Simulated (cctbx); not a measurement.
**What is wrong with this refinement?**

Cell a = 12.8010 Å, b = 2.9410 Å, c = 5.8610 Å, α = 90.00°, β = 103.53°, γ = 90.00°; space group C2/m (no. 12). The compound is Co2ReO6.

Simulated single-crystal data (cctbx): Mo Kα, λ = 0.71073 Å, to d = 0.84 Å, 50 % of the full sphere, strongest reflection 5000 counts, noise from counting, a 3 % proportional error and a noise floor of 4 counts (s.d.); no absorption, and some extinction, which the refinements don't model.

An anisotropic refinement with weights 1/σ² prints:

```text
Rint 0.029, 204 unique reflections to 0.84 A
cycle     R1     wR2    GooF  max shift (A)
   1  0.0705  0.1654   4.329   0.04287
   3  0.0693  0.1595   4.174   0.00004
final R1 0.0693 wR2 0.1595 GooF 4.174  parameters 22  data/parameter 9.3
atom        x        y        z      Ueq    occ   su(xyz)  su(Uiso or U11)
Re1    0.00000  0.00000  0.50000   0.0074  1.000  0.00000  0.0012
Co1    0.16438  0.50000  0.84186   0.0143  1.000  0.00084  0.0028
O1     0.31814  0.50000  0.96860   0.0298  1.000  0.00619  0.0198
O2     0.16810  0.00000  0.62296   0.0284  1.000  0.00550  0.0202
difference map: max 12.60 min -1.41 rms 0.90
Q1    0.9933  0.5000  0.2776    4   13.28  1.95 A from Re1
Q2    0.0000  0.0000  0.5000    2    4.35  0.00 A from Re1
Q3    0.0862  0.0000  0.9656    4    1.41  1.20 A from O1
Q4    0.1076  0.0000  0.4012    4    1.23  1.35 A from O2
Q5    0.1691  0.0000  0.0463    4    1.19  0.20 A from O1
Q6    0.1907  0.0000  0.2715    4    1.16  1.39 A from O1
```

Q: Accept it or mend it, and why?

Mend it. The fault: an atom left out, O at (0.4924, 0, 0.2801). Against the right model at the same level, R1 goes from 0.0162 to 0.0693 and GooF from 1.04 to 4.17 and the top difference peak, 13.3 e/Å³, lies 1.95 Å from Re1. Q1 is the missing atom. With scattering power missing, scale and phases suffer, so peaks may also grow on the heavy atoms.

The compound is Co2ReO6. The right model at the same level gives:

```text
Rint 0.029, 204 unique reflections to 0.84 A
cycle     R1     wR2    GooF  max shift (A)
   1  0.0185  0.0449   1.196   0.00589
   2  0.0162  0.0390   1.037   0.00005
final R1 0.0162 wR2 0.0390 GooF 1.037  parameters 28  data/parameter 7.3
atom        x        y        z      Ueq    occ   su(xyz)  su(Uiso or U11)
Re1    0.00000  0.00000  0.50000   0.0092  1.000  0.00000  0.0003
Co1    0.16435  0.50000  0.84157   0.0153  1.000  0.00020  0.0007
O1     0.32015  0.50000  0.96852   0.0208  1.000  0.00125  0.0038
O2     0.16447  0.00000  0.61980   0.0213  1.000  0.00121  0.0038
O3     0.49290  0.00000  0.27870   0.0219  1.000  0.00125  0.0039
difference map: max 0.81 min -0.76 rms 0.23
Q1    0.0730  0.5000  0.5834    4    0.84  1.30 A from O3
Q2    0.0518  0.0000  0.8317    4    0.70  1.65 A from O3
Q3    0.1852  0.0000  0.2687    4    0.68  1.38 A from O1
Q4    0.2067  0.0000  0.8913    4    0.66  0.96 A from O1
Q5    0.2057  0.5000  0.1365    4    0.66  1.60 A from O1
Q6    0.0964  0.0000  0.0127    4    0.60  1.05 A from O1
```

Isotropic U is held between 0.0001 and 1 Å² by the program, and listed peak heights are interpolated, so they can pass the grid's maximum.

This is a model crystal, built by substitution and not relaxed, with assumed displacement parameters.

[Middle refinement cycles are left out of these outputs.]

[Logs are printed without paths, hosts, clocks, repeated set-up lines and the standing remarks that a program may print on its own settings, such as how far it seeks lower states.]
